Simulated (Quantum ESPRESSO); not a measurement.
**KMnF3: one coupling from two orders, and a test**

Can a spin model with one coupling foretell the energy of a further order of KMnF3?

Program: Quantum ESPRESSO 7.5. Level of theory: PBEsol; plane waves with GBRV 1.5 PBEsol potentials, no spin-orbit coupling. Results are calculated unless marked as measured.

## 1. Starting point

The structure is cubic, space group Pm-3m (No. 221). Conventional cell: a = 4.189 Å, b = 4.189 Å, c = 4.189 Å, α = 90.00°, β = 90.00°, γ = 90.00°. Nearest to K lie 12 F at 2.96 Å. Nearest to Mn lie 6 F at 2.09 Å. F has 2 Mn at 2.09 Å and 4 K at 2.96 Å nearest. Farther neighbours and most contacts between anions are not listed.

The cell comes from the Crystallography Open Database.

## 2. The parallel order

All energies count from this run.

pw.in reads:

```
&CONTROL
  calculation = 'scf'
  prefix = 'pwscf'
  outdir = './tmp'
  pseudo_dir = './pseudo'
  disk_io = 'nowf'
/
&SYSTEM
  ibrav = 0
  celldm(1) = 8
  nat = 5
  ntyp = 3
  ecutwfc = 40
  ecutrho = 280
  nbnd = 34
  occupations = 'smearing'
  smearing = 'fd'
  degauss = 0.00367493
  nspin = 2
  starting_magnetization(1) = 0
  starting_magnetization(2) = 0.3
  starting_magnetization(3) = 0
/
&ELECTRONS
  conv_thr = 1d-08
  electron_maxstep = 150
  mixing_beta = 0.3
/
ATOMIC_SPECIES
K      39.0983 k_pbesol_v1.4.uspp.F.UPF
Mn     54.9380 mn_pbesol_v1.5.uspp.F.UPF
F      18.9984 f_pbesol_v1.4.uspp.F.UPF
CELL_PARAMETERS alat
   0.9895787067368    0.0000000000000    0.0000000000000
   0.0000000000000    0.9895787067368    0.0000000000000
   0.0000000000000    0.0000000000000    0.9895787067368
ATOMIC_POSITIONS crystal
K       0.5000000000    0.5000000000    0.5000000000
Mn      0.0000000000    0.0000000000    0.0000000000
F       0.5000000000    0.0000000000    0.0000000000
F       0.0000000000    0.5000000000    0.0000000000
F       0.0000000000    0.0000000000    0.5000000000
K_POINTS automatic
6 6 6 0 0 0
```

Started as:

```sh
> OMP_NUM_THREADS=1 mpirun -n 4 pw.x -nk 4 -in pw.in > pw.out
```

The log of the run:

```text
Program PWSCF v.7.5 starts
     [... lines left out ...]
     number of atoms/cell      =            5
     [... lines left out ...]
     number of electrons       =        45.00
     number of Kohn-Sham states=           34
     kinetic-energy cutoff     =      40.0000  Ry
     charge density cutoff     =     280.0000  Ry
     scf convergence threshold =      1.0E-08
     [... lines left out ...]
     48 Sym. Ops., with inversion, found
     [... lines left out ...]
     number of k points=    20  Fermi-Dirac smearing, width (Ry)=  0.0037
     [... lines left out ...]
     iteration # 11     ecut=    40.00 Ry     beta= 0.30
     [... lines left out ...]
     Magnetic moment per site  (integrated on atomic sphere of radius R)
     atom   1 (R=0.289)  charge=  7.7088  magn=  0.0005
     atom   2 (R=0.204)  charge= 12.3444  magn=  4.1531
     atom   3 (R=0.204)  charge=  6.6676  magn=  0.0786
     atom   4 (R=0.204)  charge=  6.6676  magn=  0.0786
     atom   5 (R=0.204)  charge=  6.6676  magn=  0.0786
     [... lines left out ...]
     the Fermi energy is     7.9952 ev
!    total energy              =    -413.98728285 Ry
     estimated scf accuracy    <          7.3E-09 Ry
     smearing contrib. (-TS)   =      -0.00000004 Ry
     [... lines left out ...]
     total magnetization       =     5.00 Bohr mag/cell
     absolute magnetization    =     5.01 Bohr mag/cell
     convergence has been achieved in  11 iterations
   JOB DONE.
```

The job ended after 9.2 s (4 MPI ranks of AMD EPYC 9R14 (Zen 4), shared host; peak memory 0.47 GiB; 36 s of CPU time).

Spin moment in the atom's sphere by atom:

| atom | spin moment in the atom's sphere (μB) |
| --- | --- |
| K1 | 0.00 |
| Mn2 | 4.15 |
| F3 | 0.08 |
| F4 | 0.08 |
| F5 | 0.08 |

This step gave:

```
smearing term TS       : 5.63e-7 eV
magnetization          : 5 μB
absolute magnetization : 5.006 μB
final state            : ferromagnetic
```

## 3. The orders used for the fit

The other orders were run with the same settings, on meshes that hold the same points. Free energies are divided by the number of Mn atoms; q is in fractions of the reciprocal vectors of the first run's cell.

| order | atoms | mesh | free energy (eV) | eV per Mn | largest moment (μB) |
| --- | --- | --- | --- | --- | --- |
| F + | 5 | 6×6×6 | -5632.5839 | -5632.5839 | 4.15 |
| AF q=(0,1/2,1/2) +- | 10 | 6×3×6 | -11265.2838 | -5632.6419 | 4.11 |

## 4. Counting neighbours

With E = −Σ J e_i·e_j over ordered pairs of unit vectors, turning a neighbour from parallel to opposed costs 2J a Mn atom. So an order lies 2 Σ n J over the parallel one, n being the opposed neighbours in each shell.

| shell | distance (Å) | neighbours | opposed in AF q=(0,1/2,1/2) +- | opposed in AF q=(1/2,1/2,1/2) +- |
| --- | --- | --- | --- | --- |
| J1 | 4.19 | 6 | 4 | 6 |
| J2 | 5.92 | 12 | 8 | 0 |

Only J1 is kept, as an effective coupling that takes up all reversed shells.

## 5. Solving

```
2 × 4 × J1 = -58.0 meV    (AF q=(0,1/2,1/2) +-)
J1 = -7.25 meV
```

## 6. The test

The couplings now give the orders that were left out:

```
2 × 6 × (-7.25) = -87.0 meV    (AF q=(1/2,1/2,1/2) +-)
```

The runs themselves:

| order | atoms | mesh | free energy (eV) | eV per Mn | largest moment (μB) | over the parallel order (meV) | foretold (meV) |
| --- | --- | --- | --- | --- | --- | --- | --- |
| AF q=(1/2,1/2,1/2) +- | 10 | 3×6×6 | -11265.3339 | -5632.6669 | 4.09 | -83.0 | -87.0 |

## 7. Mean-field temperature

```
gain of AF q=(1/2,1/2,1/2) +- over disorder = (6 − 2 × 6) × (-7.25) = 43.5 meV
T = 2 × 43.5 / (3 × 0.08617) = 337 K
```

## 8. Summary of results

- effective J1 (Mn–Mn at 4.19 Å): -7.25 meV
- largest miss on the orders left out: 4 meV
- mean-field ordering temperature: 337 K

**Reading.** The model misses the order left out by 4 meV, 4.8 % of the largest energy difference, so it holds on this test. The largest moment changes by 1.5 % between the orders. Shells that were dropped are folded into the couplings or show in the miss. Mean field overstates the temperature of the model, and classical spins understate it for small quantum spins, by up to the factor (S+1)/S. No Hubbard term acts here. In such compounds local and semilocal functionals without one often delocalise the d electrons, and can shrink or lose moments and miss the size, sign and order of the couplings.

[Logs and program files are shortened in this print: banners, set-up blocks, solver, clock and traceback lines can be left out without a mark of their own.]

[Logs are printed without paths, hosts, clocks, repeated set-up lines and the standing remarks that a program may print on its own settings, such as how far it seeks lower states.]

[Hosts, paths, dates, database ids (printed as entryN), source tags and the programs' standing remarks are cut or masked in the printed files.]

[Where a cell is said to come from a database of computed structures, the database is the Materials Project.]
